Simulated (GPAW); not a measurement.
# VSi2P4 monolayer: work function by functional and basis, part 2 of 2

Aim: the work function of both faces of VSi2P4 monolayer, and its spread over functionals and bases.

GPAW 26.7.0; GPAW, PAW setups; layer in a repeated cell with vacuum, relaxation of atoms and in-plane cell (the session's first sound run).

So far, upper work function (eV): step 3 (the slab's potential, PBE, GPAW) 5.43; step 4 (self-consistent run: xc = "RPBE") 5.34; step 5 (self-consistent run: xc = "revPBE") 5.34; step 6 (self-consistent run: xc = "vdW-DF2", GPAW, PAW setups, GPAW) 5.72; step 7 (OptPBE vdW: xc = "optPBE-vdW", GPAW, PAW setups, GPAW) 5.62.

## (8) Self-consistent run: xc = "LDA"

The same geometry under LDA, to see how far the functional moves the levels against the vacuum.

Contents of run.py:

```python
import json
import numpy as np
from ase import Atoms
from gpaw import GPAW, PW

slab = Atoms(
    ['P', 'Si', 'P', 'V', 'P', 'Si', 'P'],
    positions=[
        [0.00000, 0.00000, 7.00000],
        [-0.00000, 2.01121, 8.03097],
        [-0.00000, 2.01121, 10.29963],
        [-0.00000, -0.00000, 11.66375],
        [-0.00000, 2.01121, 13.02788],
        [-0.00000, 2.01121, 15.29655],
        [0.00000, -0.00000, 16.32750]],
    cell=[[3.48352, 0.0, 0.0], [-1.74176, 3.01682, 0.0], [0.0, 0.0, 23.3275]],
    pbc=[True, True, False],
    magmoms=[0.0, 0.0, 0.0, 1.0, 0.0, 0.0, 0.0])

slab.calc = GPAW(mode=PW(400), xc='LDA', kpts={'size': (9, 9, 1), 'gamma': True},
                 occupations={'name': 'fermi-dirac', 'width': 0.05}, nbands='200%',
                 convergence={'density': 1e-05}, maxiter=200,
                 poissonsolver={'dipolelayer': 'xy'},
                 symmetry={'tolerance': 1e-3}, txt='slab.txt')
result = {}
energy = slab.get_potential_energy()
fermi = slab.calc.get_fermi_level()
v = slab.calc.get_electrostatic_potential().mean((0, 1)) - fermi
n = slab.calc.get_pseudo_density().mean((0, 1))
L = slab.cell[2, 2]
z = np.arange(len(v)) * L / len(v)
low, high = slab.positions[:, 2].min(), slab.positions[:, 2].max()
below, above = np.interp([low - 4.8, high + 4.8], z, v)
slopes = [np.interp(x, z, np.gradient(v, z)) for x in (low - 4.8, high + 4.8)]
eps = np.array([[slab.calc.get_eigenvalues(k, s) for k in range(len(slab.calc.get_ibz_k_points()))]
                for s in range(slab.calc.get_number_of_spins())]) - fermi
top, bottom = eps[eps < 0].max(), eps[eps > 0].min()
dipole = slab.get_dipole_moment()[2]
print(f'energy {energy:.4f} eV, Fermi level {fermi:.4f} eV, dipole {dipole:.5f} e A')
print(f'potential 4.8 A off the faces, from the Fermi level: lower {below:.4f} eV, upper {above:.4f} eV')
print(f'slope of the potential there: lower {slopes[0]:.5f}, upper {slopes[1]:.5f} eV/A')
print(f'nearest levels on the mesh: {top:.4f} and {bottom:.4f} eV')
print('magnetic moment', round(slab.get_magnetic_moment(), 3))
result.update(energy=energy, fermi=fermi, dipole=dipole, below=below, above=above, slopes=slopes, edges=[top, bottom],
              z=z.tolist(), v=v.tolist(), n=n.tolist(), positions=slab.positions.tolist(),
              forces=slab.get_forces(apply_constraint=False).tolist(), moments=slab.get_magnetic_moments().tolist())
json.dump(result, open('result.json', 'w'))
```

Started as:

```
OMP_NUM_THREADS=1 OPENBLAS_NUM_THREADS=1 python run.py
```

Wall time 3.2 min (1 thread of Arm Neoverse V2, shared host); peak memory 0.29 GiB.

Numbers from this step:

* levels nearest the Fermi level on the mesh: -0.01763, 0.001869 eV from the Fermi level
* upper work function: 5.668 eV
* lower work function: 5.671 eV
* site moments: -6.62e-5, 0.002095, -0.007631, 0.2354, -0.007631, 0.002095, -6.62e-5 μB
* sum of the site moments: 0.2242 μB

Table of electrostatic potential energy of an electron (without an applied field's), less the Fermi level, planar mean by z:

z (Å), electrostatic potential energy of an electron (without an applied field's), less the Fermi level, planar mean (eV) and a bar from the least value:
```
      0.0        5.7 ##############################
      0.5        5.7 ##############################
      1.0        5.7 ##############################
      1.5        5.7 ##############################
      2.0        5.7 ##############################
      2.5        5.7 ##############################
      3.0        5.7 ##############################
      3.5        5.7 ##############################
      4.0        5.7 ##############################
      4.5        5.6 ##############################
      5.0        5.5 ##############################
      5.5        5.1 #############################
      6.0        3.2 ##########################
      6.5       -3.7 ################
      7.0      -14.0 
      7.5      -10.7 #####
      8.0      -12.3 ###
      8.5       -4.9 ##############
      9.0        1.5 ########################
      9.5        0.9 #######################
     10.0       -7.7 ##########
     10.5      -10.5 #####
     11.0       -5.1 ##############
     11.5      -10.5 #####
     12.0       -8.3 #########
     12.5       -5.7 #############
     13.0      -12.1 ###
     13.5       -3.8 ################
     14.0        1.9 ########################
     14.5        0.0 #####################
     15.0       -8.3 #########
     15.5      -11.8 ###
     16.0      -11.9 ###
     16.5      -11.6 ####
     17.0       -0.4 #####################
     17.5        4.2 ############################
     18.0        5.3 #############################
     18.5        5.6 ##############################
     19.0        5.7 ##############################
     19.5        5.7 ##############################
     20.0        5.7 ##############################
     20.5        5.7 ##############################
     21.0        5.7 ##############################
     21.5        5.7 ##############################
     22.0        5.7 ##############################
     22.5        5.7 ##############################
     23.0        5.7 ##############################
```

The upper face's work function is 5.668 eV, against 5.426 eV in the first plane-wave PBE run at this geometry.

## (9) Real-space grid: mode = "fd"

A real-space grid is a second complete basis, so it checks the plane-wave result.

Edit run.py of step 8 so:

```diff
@@ -3,3 +3,3 @@
 from ase import Atoms
-from gpaw import GPAW, PW
+from gpaw import GPAW
 
@@ -19,3 +19,3 @@
 
-slab.calc = GPAW(mode=PW(400), xc='LDA', kpts={'size': (9, 9, 1), 'gamma': True},
+slab.calc = GPAW(mode='fd', h=0.18, xc='PBE', kpts={'size': (9, 9, 1), 'gamma': True},
                  occupations={'name': 'fermi-dirac', 'width': 0.05}, nbands='200%',
```

It took 6.5 min on 1 thread; peak memory 0.88 GiB.

Numbers from this step:

* dipole along the normal: 1.32e-4 e·Å
* levels nearest the Fermi level on the mesh: -0.02891, 0.002976 eV from the Fermi level
* upper work function: 5.428 eV
* lower work function: 5.430 eV
* site moments: 0.001205, 0.008471, -0.03344, 0.7792, -0.03344, 0.008471, 0.001205 μB
* sum of the site moments: 0.7317 μB

The electrostatic potential energy of an electron (without an applied field's), less the Fermi level, planar mean oscillates, so the rows of the table below give means over windows of 1.64 Å about each position, cut where the curve ends. Its maxima inside the range that stand out by 2 % of the span (Å: eV): 7.6: -10.8, 9.2: 1.85, 10.9: -5.40, 12.4: -5.40, 14.1: 1.85, 15.8: -10.8. Its minima: 7.0: -14.4, 7.9: -12.6, 10.3: -12.5, 11.7: -12.0, 13.0: -12.5, 15.4: -12.6, 16.3: -14.4.

Table of electrostatic potential energy of an electron (without an applied field's), less the Fermi level, planar mean by z; means over each step:

```csv
z (Å),"electrostatic potential energy of an electron (without an applied field's), less the Fermi level, planar mean (eV)"
0.82,5.43
2.46,5.43
4.10,5.41
5.74,2.97
7.38,-11.8
9.02,-1.77
10.66,-8.50
12.30,-9.20
13.94,-1.98
15.58,-11.2
17.22,-0.391
18.86,5.36
20.50,5.43
22.14,5.43
```

The upper face's work function is 5.428 eV, against 5.426 eV in the first plane-wave PBE run at this geometry.

## (10) Atomic orbitals: mode = "lcao"

Atom-centred orbitals end a few angstrom from the surface, which tests how much the density's tail matters.

Edit run.py of step 9 so:

```diff
@@ -19,4 +19,4 @@
 
-slab.calc = GPAW(mode='fd', h=0.18, xc='PBE', kpts={'size': (9, 9, 1), 'gamma': True},
-                 occupations={'name': 'fermi-dirac', 'width': 0.05}, nbands='200%',
+slab.calc = GPAW(mode='lcao', basis='dzp', h=0.18, xc='PBE', kpts={'size': (9, 9, 1), 'gamma': True},
+                 occupations={'name': 'fermi-dirac', 'width': 0.05}, nbands='120%',
                  convergence={'density': 1e-05}, maxiter=200,
```

Wall time 4.1 min (1 thread); peak memory 0.35 GiB.

This step gave:

```yaml
levels_nearest_the_fermi_level_on_the_mesh: -0.01781, 0.02398 eV from the Fermi level
upper_work_function: 5.194 eV
lower_work_function: 5.197 eV
site_moments: 0.001105, 0.008186, -0.03629, 0.7816, -0.03629, 0.008186, 0.001105 μB
sum_of_the_site_moments: 0.7276 μB
```

The electrostatic potential energy of an electron (without an applied field's), less the Fermi level, planar mean oscillates, so the rows of the table below give means over windows of 1.64 Å about each position, cut where the curve ends. Its maxima inside the range that stand out by 2 % of the span (Å: eV): 7.6: -11.0, 9.2: 1.80, 10.9: -5.48, 12.4: -5.48, 14.1: 1.80, 15.8: -11.0. Its minima: 7.0: -14.5, 7.9: -12.7, 10.3: -12.5, 11.7: -12.1, 13.0: -12.5, 15.4: -12.7, 16.3: -14.6.

The electrostatic potential energy of an electron (without an applied field's), less the Fermi level, planar mean by z; means over each step:

```csv
z (Å),"electrostatic potential energy of an electron (without an applied field's), less the Fermi level, planar mean (eV)"
0.82,5.20
2.46,5.20
4.10,5.19
5.74,2.89
7.38,-11.9
9.02,-1.82
10.66,-8.56
12.30,-9.28
13.94,-2.03
15.58,-11.3
17.22,-0.456
18.86,5.17
20.50,5.19
22.14,5.19
```

The upper face's work function is 5.194 eV, against 5.426 eV in the first plane-wave PBE run at this geometry.

## (11) The ladder

Times are for 1 thread of Arm Neoverse V2, shared host. Results by setting:

```csv
no.,run,upper work function (eV),lower work function (eV),time,memory (GiB)
1,pw,5.426,5.428,2.4 min,0.31
2,RPBE,5.337,5.339,2.4 min,0.31
3,revPBE,5.336,5.339,2.4 min,0.31
4,vdW DF2,5.719,5.721,2.6 min,0.5
5,optPBE vdW,5.615,5.618,2.6 min,0.49
6,LDA,5.668,5.671,3.2 min,0.29
7,fd,5.428,5.430,6.5 min,0.88
8,lcao,5.194,5.197,4.1 min,0.35
```

## (12) Side by side

Results and costs are gathered.

This step: comparison of work functions, dipole and cost (GPAW 26.7.0).

Ladder, by row:

```csv
step,code,"work function, upper (eV)","work function, lower (eV)",dipole (e Å),wall time (s),peak memory (GiB),threads
pw,GPAW,5.426,5.428,1.34e-4,144.1,0.31,1
RPBE,GPAW,5.337,5.339,1.34e-4,143.4,0.31,1
revPBE,GPAW,5.336,5.339,1.34e-4,144.1,0.31,1
vdW-DF2,GPAW,5.719,5.721,1.34e-4,153.5,0.5,1
optPBE-vdW,GPAW,5.615,5.618,1.34e-4,154.7,0.49,1
LDA,GPAW,5.668,5.671,1.34e-4,194.9,0.29,1
fd,GPAW,5.428,5.43,1.32e-4,388.6,0.88,1
lcao,GPAW,5.194,5.197,1.32e-4,247.7,0.35,1
```

## (13) A changed run

One more run, with changed settings.

This step: GPAW, PAW setups; slab in vacuum (GPAW 26.7.0).

Edit run.py of step 10 so:

```diff
@@ -3,3 +3,3 @@
 from ase import Atoms
-from gpaw import GPAW
+from gpaw import GPAW, PW
 
@@ -16,8 +16,8 @@
     cell=[[3.48352, 0.0, 0.0], [-1.74176, 3.01682, 0.0], [0.0, 0.0, 23.3275]],
-    pbc=[True, True, False],
+    pbc=[True, True, True],
     magmoms=[0.0, 0.0, 0.0, 1.0, 0.0, 0.0, 0.0])
 
-slab.calc = GPAW(mode='lcao', basis='dzp', h=0.18, xc='PBE', kpts={'size': (9, 9, 1), 'gamma': True},
-                 occupations={'name': 'fermi-dirac', 'width': 0.05}, nbands='120%',
-                 convergence={'density': 1e-05}, maxiter=200,
+slab.calc = GPAW(mode=PW(400), xc='PBE', kpts={'size': (9, 9, 1), 'gamma': True},
+                 occupations={'name': 'fermi-dirac', 'width': 0.05}, nbands='200%',
+                 convergence={'density': 1e-05}, maxiter=50,
                  poissonsolver={'dipolelayer': 'xy'},
```

Wall time 0.74 s (1 thread); peak memory 0.16 GiB.

The program refused the input before any cycle.

The fault put into the input: a dipole layer in a cell that repeats along the normal (pbc_z = true).

## (14) What came out

```yaml
work_function_both_faces: 5.43 eV
dipole_along_the_normal: 1.3e-4 e Å
```

**Reading.** With plane waves and PBE the work function is 5.43 eV on the upper face and 5.43 eV on the lower. Over the sound runs of the table the upper face's work function spans 5.194 (lcao) to 5.719 eV (vdW-DF2). Atomic orbitals miss the plane-wave value by -0.23 eV, since they describe the tail of the density in the vacuum poorly. One magnetic start was tried; another order may lie lower. The layer's cell and atoms come from the relaxation; spin-orbit coupling and temperature are left out.

[Logs are printed without paths, hosts, clocks, repeated set-up lines and the standing remarks that a program may print on its own settings, such as how far it seeks lower states.]

[Hosts, paths, dates, database ids (printed as entryN), source tags and the programs' standing remarks are cut or masked in the printed files.]
